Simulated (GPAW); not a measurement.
## In2O2 monolayer: work function by functional and basis

How far do functional and basis move the work function of In2O2 monolayer? Where a layer proves gapped, the work function hangs on where the smearing puts the Fermi level, and the band edges take its place.

Program: GPAW 26.7.0. Level of theory: GPAW, PAW setups; layer in a repeated cell with vacuum, relaxation of atoms and in-plane cell, in the first sound run; inputs show where later runs differ. Results are calculated unless marked as measured.

This is a report of a sequence of runs, with most program output left out.

### 1. The starting structure

The cell holds 4 atoms: 2 O and 2 In. Cell: a = 3.292 Å, b = 3.292 Å, c = 22.674 Å, α = 90.0°, β = 90.0°, γ = 120.0°. Vacuum lies along c.

### 2. Relaxation

The atoms are relaxed first, since the surface dipole, and with it the work function, follows the positions of the outer layers.

run.py reads:

```python
import json
import numpy as np
from ase import Atoms
from ase.filters import FrechetCellFilter
from ase.optimize import BFGS
from gpaw import GPAW, PW

slab = Atoms(
    ['O', 'In', 'In', 'O'],
    positions=[
        [-0.00000, 1.90041, 9.00000],
        [0.00000, 0.00000, 9.91682],
        [0.00000, 0.00000, 12.75682],
        [-0.00000, 1.90041, 13.67364]],
    cell=[[3.2916, 0.0, 0.0], [-1.6458, 2.85061, 0.0], [0.0, 0.0, 22.6736]],
    pbc=[True, True, True])

slab.calc = GPAW(mode=PW(600), xc='PBE', kpts={'size': (12, 12, 1), 'gamma': True},
                 occupations={'name': 'fermi-dirac', 'width': 0.05}, nbands='160%',
                 convergence={'density': 1e-05}, maxiter=200,
                 symmetry={'tolerance': 1e-3}, txt='slab.txt')
result = {}
# The in-plane cell is free; stress needs a cell that repeats along all three vectors
path = []
opt = BFGS(FrechetCellFilter(slab, mask=[1, 1, 0, 0, 0, 1]), maxstep=0.2)
opt.attach(lambda: path.append((slab.get_potential_energy(), slab.positions.tolist(), slab.get_forces().tolist())))
result['relaxed'] = bool(opt.run(fmax=0.02, steps=45))
result['path'] = path
result['cell'] = slab.cell.tolist()
print('in-plane lattice', slab.cell.cellpar().round(4)[[0, 1, 5]])
energy = slab.get_potential_energy()
fermi = slab.calc.get_fermi_level()
v = slab.calc.get_electrostatic_potential().mean((0, 1)) - fermi
n = slab.calc.get_pseudo_density().mean((0, 1))
L = slab.cell[2, 2]
z = np.arange(len(v)) * L / len(v)
low, high = slab.positions[:, 2].min(), slab.positions[:, 2].max()
below, above = np.interp([low - 6.8, high + 6.8], z, v)
slopes = [np.interp(x, z, np.gradient(v, z)) for x in (low - 6.8, high + 6.8)]
eps = np.array([[slab.calc.get_eigenvalues(k, s) for k in range(len(slab.calc.get_ibz_k_points()))]
                for s in range(slab.calc.get_number_of_spins())]) - fermi
top, bottom = eps[eps < 0].max(), eps[eps > 0].min()
dipole = slab.get_dipole_moment()[2]
print(f'energy {energy:.4f} eV, Fermi level {fermi:.4f} eV, dipole {dipole:.5f} e A')
print(f'potential 6.8 A off the faces, from the Fermi level: lower {below:.4f} eV, upper {above:.4f} eV')
print(f'slope of the potential there: lower {slopes[0]:.5f}, upper {slopes[1]:.5f} eV/A')
print(f'nearest levels on the mesh: {top:.4f} and {bottom:.4f} eV')
print('magnetic moment', round(slab.get_magnetic_moment(), 3))
result.update(energy=energy, fermi=fermi, dipole=dipole, below=below, above=above, slopes=slopes, edges=[top, bottom],
              z=z.tolist(), v=v.tolist(), n=n.tolist(), positions=slab.positions.tolist(),
              forces=slab.get_forces(apply_constraint=False).tolist(), moments=slab.get_magnetic_moments().tolist())
json.dump(result, open('result.json', 'w'))
```

Command:

```bash
OMP_NUM_THREADS=1 OPENBLAS_NUM_THREADS=1 python run.py
```

The job ended after 3.8 min (1 thread of AMD EPYC 9B45 (Zen 5), shared host; peak memory 0.63 GiB).

This step gave:

```yaml
dipole_along_the_normal: 4.77e-4 e·Å
levels_nearest_the_fermi_level_on_the_mesh: -0.2904, 0.1954 eV from the Fermi level
```

The electrostatic potential energy of an electron (without an applied field's), less the Fermi level, planar mean by z:

| z (Å) | electrostatic potential energy of an electron (without an applied field's), less the Fermi level, planar mean (eV) |
| --- | --- |
| 0 | 6.28 |
| 1 | 6.28 |
| 2 | 6.28 |
| 3 | 6.29 |
| 4 | 6.29 |
| 5 | 6.29 |
| 6 | 6.28 |
| 7 | 6.26 |
| 8 | 5.75 |
| 9 | -8.49 |
| 10 | -17.6 |
| 11 | 1.42 |
| 12 | -2.24 |
| 13 | -15.8 |
| 14 | 0.567 |
| 15 | 6.10 |
| 16 | 6.27 |
| 17 | 6.28 |
| 18 | 6.28 |
| 19 | 6.28 |
| 20 | 6.28 |
| 21 | 6.28 |
| 22 | 6.28 |

The pseudo valence density, planar mean by z:

z (Å), pseudo valence density, planar mean (e/Å³) and a bar:
```
      6.0       0.00 
      6.5       0.00 
      7.0       0.00 
      7.5       0.01 
      8.0       0.04 #
      8.5       0.23 #####
      9.0       0.77 ##################
      9.5       0.96 ######################
     10.0       1.29 ##############################
     10.5       0.37 #########
     11.0       0.13 ###
     11.5       0.11 ###
     12.0       0.24 ######
     12.5       0.94 ######################
     13.0       1.17 ###########################
     13.5       0.86 ####################
     14.0       0.40 #########
     14.5       0.07 ##
     15.0       0.01 
     15.5       0.00 
     16.0       0.00 
     16.5       0.00
```

The relaxation lowered the energy of the cell by 0.179 eV (energies extrapolated to zero smearing; the optimiser's log prints free energies). The largest force left on a free atom is 0.0083 eV/Å.

### 3. The slab's potential

With the geometry fixed, the planar mean of the potential gives the vacuum level on each side.

This step: GPAW, PAW setups; slab in vacuum (GPAW 26.7.0).

The cell differs from the one that the last finished run ended in (c 22.674 → 22.485 Å).

Changes to run.py since step 2:

```diff
@@ -3,4 +3,2 @@
 from ase import Atoms
-from ase.filters import FrechetCellFilter
-from ase.optimize import BFGS
 from gpaw import GPAW, PW
@@ -10,22 +8,15 @@
     positions=[
-        [-0.00000, 1.90041, 9.00000],
-        [0.00000, 0.00000, 9.91682],
-        [0.00000, 0.00000, 12.75682],
-        [-0.00000, 1.90041, 13.67364]],
-    cell=[[3.2916, 0.0, 0.0], [-1.6458, 2.85061, 0.0], [0.0, 0.0, 22.6736]],
-    pbc=[True, True, True])
+        [-0.00000, 1.96175, 9.00000],
+        [-0.00000, 0.00000, 9.81929],
+        [-0.00000, 0.00000, 12.66619],
+        [-0.00000, 1.96175, 13.48548]],
+    cell=[[3.39784, -0.0, 0.0], [-1.69892, 2.94262, 0.0], [0.0, 0.0, 22.4855]],
+    pbc=[True, True, False])
 
-slab.calc = GPAW(mode=PW(600), xc='PBE', kpts={'size': (12, 12, 1), 'gamma': True},
+slab.calc = GPAW(mode=PW(500), xc='PBE', kpts={'size': (12, 12, 1), 'gamma': True},
                  occupations={'name': 'fermi-dirac', 'width': 0.05}, nbands='160%',
                  convergence={'density': 1e-05}, maxiter=200,
+                 poissonsolver={'dipolelayer': 'xy'},
                  symmetry={'tolerance': 1e-3}, txt='slab.txt')
 result = {}
-# The in-plane cell is free; stress needs a cell that repeats along all three vectors
-path = []
-opt = BFGS(FrechetCellFilter(slab, mask=[1, 1, 0, 0, 0, 1]), maxstep=0.2)
-opt.attach(lambda: path.append((slab.get_potential_energy(), slab.positions.tolist(), slab.get_forces().tolist())))
-result['relaxed'] = bool(opt.run(fmax=0.02, steps=45))
-result['path'] = path
-result['cell'] = slab.cell.tolist()
-print('in-plane lattice', slab.cell.cellpar().round(4)[[0, 1, 5]])
 energy = slab.get_potential_energy()
```

Run time: 23 s. Hardware: 1 thread; peak memory 0.27 GiB.

Numbers from this step:

```
dipole along the normal                    : -3.36e-4 e·Å
levels nearest the Fermi level on the mesh : -0.2857, 0.1903 eV from the Fermi level
upper work function                        : 6.290 eV
lower work function                        : 6.286 eV
upper ionisation energy                    : 6.576 eV
```

The electrostatic potential energy of an electron (without an applied field's), less the Fermi level, planar mean by z:

| z (Å) | electrostatic potential energy of an electron (without an applied field's), less the Fermi level, planar mean (eV) |
| --- | --- |
| 0 | 6.29 |
| 1 | 6.29 |
| 2 | 6.29 |
| 3 | 6.29 |
| 4 | 6.28 |
| 5 | 6.28 |
| 6 | 6.28 |
| 7 | 6.25 |
| 8 | 5.54 |
| 9 | -10.5 |
| 10 | -16.1 |
| 11 | 1.95 |
| 12 | -3.95 |
| 13 | -14.2 |
| 14 | 2.18 |
| 15 | 6.15 |
| 16 | 6.28 |
| 17 | 6.29 |
| 18 | 6.29 |
| 19 | 6.29 |
| 20 | 6.29 |
| 21 | 6.29 |
| 22 | 6.29 |

Pseudo valence density, planar mean against z:

z (Å), pseudo valence density, planar mean (e/Å³) and a bar:
```
        6       0.00 
        7       0.00 
        8       0.05 #
        9       0.84 #######################
       10       1.13 ##############################
       11       0.12 ###
       12       0.29 ########
       13       1.05 ############################
       14       0.30 ########
       15       0.01 
       16       0.00 
       17       0.00
```

The layer is gapped, so the Fermi level lies somewhere inside the gap, set by smearing and numerics, and these work functions are no property of the material; the band edges below the vacuum level are. The potential is flat to 4.1e-4 eV/Å where it is read, so the vacuum is wide enough.

### 4. Self-consistent run: xc = "vdW-DF2"

The same geometry under vdW-DF2, to see how far the functional moves the levels against the vacuum (the van der Waals functionals take revPBE setups).

Changes to run.py since step 3:

```diff
@@ -15,3 +15,3 @@
 
-slab.calc = GPAW(mode=PW(500), xc='PBE', kpts={'size': (12, 12, 1), 'gamma': True},
+slab.calc = GPAW(mode=PW(500), xc='vdW-DF2', kpts={'size': (12, 12, 1), 'gamma': True},
                  occupations={'name': 'fermi-dirac', 'width': 0.05}, nbands='160%',
```

Elapsed: 80 s, on 1 thread; peak memory 0.47 GiB.

Numbers from this step:

```
levels nearest the Fermi level on the mesh : -0.2918, 0.1765 eV from the Fermi level
upper work function                        : 6.884 eV
lower work function                        : 6.879 eV
upper ionisation energy                    : 7.175 eV
```

Electrostatic potential energy of an electron (without an applied field's), less the Fermi level, planar mean against z:

| z (Å) | electrostatic potential energy of an electron (without an applied field's), less the Fermi level, planar mean (eV) |
| --- | --- |
| 0 | 6.88 |
| 1 | 6.88 |
| 2 | 6.88 |
| 3 | 6.88 |
| 4 | 6.88 |
| 5 | 6.88 |
| 6 | 6.87 |
| 7 | 6.83 |
| 8 | 6.02 |
| 9 | -10.3 |
| 10 | -16.1 |
| 11 | 1.76 |
| 12 | -4.03 |
| 13 | -14.0 |
| 14 | 2.56 |
| 15 | 6.71 |
| 16 | 6.87 |
| 17 | 6.88 |
| 18 | 6.88 |
| 19 | 6.88 |
| 20 | 6.88 |
| 21 | 6.88 |
| 22 | 6.88 |

Pseudo valence density, planar mean against z:

| z (Å) | pseudo valence density, planar mean (e/Å³) |
| --- | --- |
| 6 | 1.1e-4 |
| 7 | 0.00199 |
| 8 | 0.0532 |
| 9 | 0.849 |
| 10 | 1.13 |
| 11 | 0.114 |
| 12 | 0.292 |
| 13 | 1.05 |
| 14 | 0.297 |
| 15 | 0.00894 |
| 16 | 4.3e-4 |
| 17 | 2.7e-5 |

Force by atom:

| atom | x (eV/Å) | y (eV/Å) | z (eV/Å) | size |
| --- | --- | --- | --- | --- |
| O1 | 0.000 | 0.000 | -0.358 | 0.358 |
| In2 | 0.000 | 0.000 | 0.009 | 0.009 |
| In3 | 0.000 | 0.000 | -0.009 | 0.009 |
| O4 | 0.000 | 0.000 | 0.358 | 0.358 |

The highest filled level lies 0.292 eV under the Fermi level, so the ionisation energy from the upper face is 6.884 + 0.292 = 7.175 eV, against 6.576 eV in the base run.

### 5. Self-consistent run: xc = "RPBE"

The same geometry under RPBE, to see how far the functional moves the levels against the vacuum.

Changes to run.py since step 4:

```diff
@@ -15,3 +15,3 @@
 
-slab.calc = GPAW(mode=PW(500), xc='vdW-DF2', kpts={'size': (12, 12, 1), 'gamma': True},
+slab.calc = GPAW(mode=PW(500), xc='RPBE', kpts={'size': (12, 12, 1), 'gamma': True},
                  occupations={'name': 'fermi-dirac', 'width': 0.05}, nbands='160%',
```

Wall time 25 s (1 thread); peak memory 0.26 GiB.

Numbers from this step:

```yaml
levels_nearest_the_fermi_level_on_the_mesh: -0.3147, 0.2218 eV from the Fermi level
upper_work_function: 6.103 eV
lower_work_function: 6.099 eV
upper_ionisation_energy: 6.418 eV
```

Table of electrostatic potential energy of an electron (without an applied field's), less the Fermi level, planar mean by z:

| z (Å) | electrostatic potential energy of an electron (without an applied field's), less the Fermi level, planar mean (eV) |
| --- | --- |
| 0 | 6.10 |
| 1 | 6.10 |
| 2 | 6.10 |
| 3 | 6.10 |
| 4 | 6.10 |
| 5 | 6.10 |
| 6 | 6.09 |
| 7 | 6.07 |
| 8 | 5.34 |
| 9 | -10.7 |
| 10 | -16.3 |
| 11 | 1.76 |
| 12 | -4.14 |
| 13 | -14.3 |
| 14 | 1.99 |
| 15 | 5.96 |
| 16 | 6.09 |
| 17 | 6.10 |
| 18 | 6.10 |
| 19 | 6.10 |
| 20 | 6.10 |
| 21 | 6.10 |
| 22 | 6.10 |

The highest filled level lies 0.315 eV under the Fermi level, so the ionisation energy from the upper face is 6.103 + 0.315 = 6.418 eV, against 6.576 eV in the base run.

### 6. OptPBE vdW: xc = "optPBE-vdW"

The same geometry under optPBE-vdW, to see how far the functional moves the levels against the vacuum (the van der Waals functionals take revPBE setups).

Changes to run.py since step 5:

```diff
@@ -15,3 +15,3 @@
 
-slab.calc = GPAW(mode=PW(500), xc='RPBE', kpts={'size': (12, 12, 1), 'gamma': True},
+slab.calc = GPAW(mode=PW(500), xc='optPBE-vdW', kpts={'size': (12, 12, 1), 'gamma': True},
                  occupations={'name': 'fermi-dirac', 'width': 0.05}, nbands='160%',
```

It took 29 s on 1 thread; peak memory 0.46 GiB.

Numbers from this step:

```yaml
levels_nearest_the_fermi_level_on_the_mesh: -0.3043, 0.2052 eV from the Fermi level
upper_work_function: 6.548 eV
lower_work_function: 6.544 eV
upper_ionisation_energy: 6.853 eV
```

The highest filled level lies 0.304 eV under the Fermi level, so the ionisation energy from the upper face is 6.548 + 0.304 = 6.853 eV, against 6.576 eV in the base run.

### 7. Self-consistent run: xc = "revPBE"

The same geometry under revPBE, to see how far the functional moves the levels against the vacuum.

Changes to run.py since step 6:

```diff
@@ -15,3 +15,3 @@
 
-slab.calc = GPAW(mode=PW(500), xc='optPBE-vdW', kpts={'size': (12, 12, 1), 'gamma': True},
+slab.calc = GPAW(mode=PW(500), xc='revPBE', kpts={'size': (12, 12, 1), 'gamma': True},
                  occupations={'name': 'fermi-dirac', 'width': 0.05}, nbands='160%',
```

The job ended after 25 s (1 thread; peak memory 0.27 GiB).

Numbers from this step:

| Item | Value |
| --- | --- |
| levels nearest the Fermi level on the mesh | -0.3112, 0.2180 eV from the Fermi level |
| upper work function | 6.116 eV |
| lower work function | 6.111 eV |
| upper ionisation energy | 6.427 eV |

Table of electrostatic potential energy of an electron (without an applied field's), less the Fermi level, planar mean by z:

| z (Å) | electrostatic potential energy of an electron (without an applied field's), less the Fermi level, planar mean (eV) |
| --- | --- |
| 0.0 | 6.11 |
| 0.5 | 6.11 |
| 1.0 | 6.11 |
| 1.5 | 6.11 |
| 2.0 | 6.11 |
| 2.5 | 6.11 |
| 3.0 | 6.11 |
| 3.5 | 6.11 |
| 4.0 | 6.11 |
| 4.5 | 6.11 |
| 5.0 | 6.11 |
| 5.5 | 6.11 |
| 6.0 | 6.11 |
| 6.5 | 6.10 |
| 7.0 | 6.08 |
| 7.5 | 5.97 |
| 8.0 | 5.37 |
| 8.5 | 1.82 |
| 9.0 | -10.7 |
| 9.5 | -14.5 |
| 10.0 | -16.2 |
| 10.5 | -3.80 |
| 11.0 | 1.81 |
| 11.5 | 1.74 |
| 12.0 | -4.09 |
| 12.5 | -16.5 |
| 13.0 | -14.3 |
| 13.5 | -10.4 |
| 14.0 | 2.03 |
| 14.5 | 5.41 |
| 15.0 | 5.98 |
| 15.5 | 6.08 |
| 16.0 | 6.11 |
| 16.5 | 6.11 |
| 17.0 | 6.11 |
| 17.5 | 6.11 |
| 18.0 | 6.11 |
| 18.5 | 6.11 |
| 19.0 | 6.12 |
| 19.5 | 6.12 |
| 20.0 | 6.12 |
| 20.5 | 6.12 |
| 21.0 | 6.12 |
| 21.5 | 6.12 |
| 22.0 | 6.12 |

The highest filled level lies 0.311 eV under the Fermi level, so the ionisation energy from the upper face is 6.116 + 0.311 = 6.427 eV, against 6.576 eV in the base run.

### 8. Self-consistent run: xc = "LDA"

The same geometry under LDA, to see how far the functional moves the levels against the vacuum.

Changes to run.py since step 7:

```diff
@@ -15,3 +15,3 @@
 
-slab.calc = GPAW(mode=PW(500), xc='revPBE', kpts={'size': (12, 12, 1), 'gamma': True},
+slab.calc = GPAW(mode=PW(500), xc='LDA', kpts={'size': (12, 12, 1), 'gamma': True},
                  occupations={'name': 'fermi-dirac', 'width': 0.05}, nbands='160%',
```

Wall time 23 s (1 thread); peak memory 0.26 GiB.

Numbers from this step:

| Property | Result |
| --- | --- |
| levels nearest the Fermi level on the mesh | -0.2510, 0.1461 eV from the Fermi level |
| upper work function | 6.720 eV |
| lower work function | 6.716 eV |

Table of electrostatic potential energy of an electron (without an applied field's), less the Fermi level, planar mean by z:

z (Å), electrostatic potential energy of an electron (without an applied field's), less the Fermi level, planar mean (eV) and a bar from the least value:
```
      0.0        6.7 ##############################
      0.5        6.7 ##############################
      1.0        6.7 ##############################
      1.5        6.7 ##############################
      2.0        6.7 ##############################
      2.5        6.7 ##############################
      3.0        6.7 ##############################
      3.5        6.7 ##############################
      4.0        6.7 ##############################
      4.5        6.7 ##############################
      5.0        6.7 ##############################
      5.5        6.7 ##############################
      6.0        6.7 ##############################
      6.5        6.7 ##############################
      7.0        6.7 ##############################
      7.5        6.6 ##############################
      8.0        6.0 #############################
      8.5        2.4 ########################
      9.0      -10.1 ########
      9.5      -14.0 ###
     10.0      -15.7 
     10.5       -3.2 #################
     11.0        2.4 ########################
     11.5        2.3 ########################
     12.0       -3.5 #################
     12.5      -15.9 
     13.0      -13.8 ###
     13.5       -9.9 ########
     14.0        2.6 #########################
     14.5        6.0 #############################
     15.0        6.6 ##############################
     15.5        6.7 ##############################
     16.0        6.7 ##############################
     16.5        6.7 ##############################
     17.0        6.7 ##############################
     17.5        6.7 ##############################
     18.0        6.7 ##############################
     18.5        6.7 ##############################
     19.0        6.7 ##############################
     19.5        6.7 ##############################
     20.0        6.7 ##############################
     20.5        6.7 ##############################
     21.0        6.7 ##############################
     21.5        6.7 ##############################
     22.0        6.7 ##############################
```

The highest filled level lies 0.251 eV under the Fermi level, so the ionisation energy from the upper face is 6.720 + 0.251 = 6.971 eV, against 6.576 eV in the base run.

### 9. Real-space grid: mode = "fd"

A real-space grid is a second complete basis, so it checks the plane-wave result.

Changes to run.py since step 8:

```diff
@@ -3,3 +3,3 @@
 from ase import Atoms
-from gpaw import GPAW, PW
+from gpaw import GPAW
 
@@ -15,3 +15,3 @@
 
-slab.calc = GPAW(mode=PW(500), xc='LDA', kpts={'size': (12, 12, 1), 'gamma': True},
+slab.calc = GPAW(mode='fd', h=0.18, xc='PBE', kpts={'size': (12, 12, 1), 'gamma': True},
                  occupations={'name': 'fermi-dirac', 'width': 0.05}, nbands='160%',
```

Run time: 91 s. Hardware: 1 thread; peak memory 0.6 GiB.

Numbers from this step:

```
dipole along the normal                    : -3.38e-4 e·Å
levels nearest the Fermi level on the mesh : -0.3003, 0.2026 eV from the Fermi level
upper work function                        : 6.281 eV
lower work function                        : 6.277 eV
upper ionisation energy                    : 6.581 eV
```

Table of electrostatic potential energy of an electron (without an applied field's), less the Fermi level, planar mean by z:

| z (Å) | electrostatic potential energy of an electron (without an applied field's), less the Fermi level, planar mean (eV) |
| --- | --- |
| 0 | 6.28 |
| 1 | 6.28 |
| 2 | 6.28 |
| 3 | 6.28 |
| 4 | 6.28 |
| 5 | 6.28 |
| 6 | 6.28 |
| 7 | 6.25 |
| 8 | 5.54 |
| 9 | -10.4 |
| 10 | -16.1 |
| 11 | 1.94 |
| 12 | -3.98 |
| 13 | -14.2 |
| 14 | 2.18 |
| 15 | 6.15 |
| 16 | 6.28 |
| 17 | 6.28 |
| 18 | 6.28 |
| 19 | 6.28 |
| 20 | 6.28 |
| 21 | 6.28 |
| 22 | 6.28 |

The highest filled level lies 0.300 eV under the Fermi level, so the ionisation energy from the upper face is 6.281 + 0.300 = 6.581 eV, against 6.576 eV in the base run.

(Continued in part 2 of 2.)

[Logs are printed without paths, hosts, clocks, repeated set-up lines and the standing remarks that a program may print on its own settings, such as how far it seeks lower states.]

[Hosts, paths, dates, database ids (printed as entryN), source tags and the programs' standing remarks are cut or masked in the printed files.]
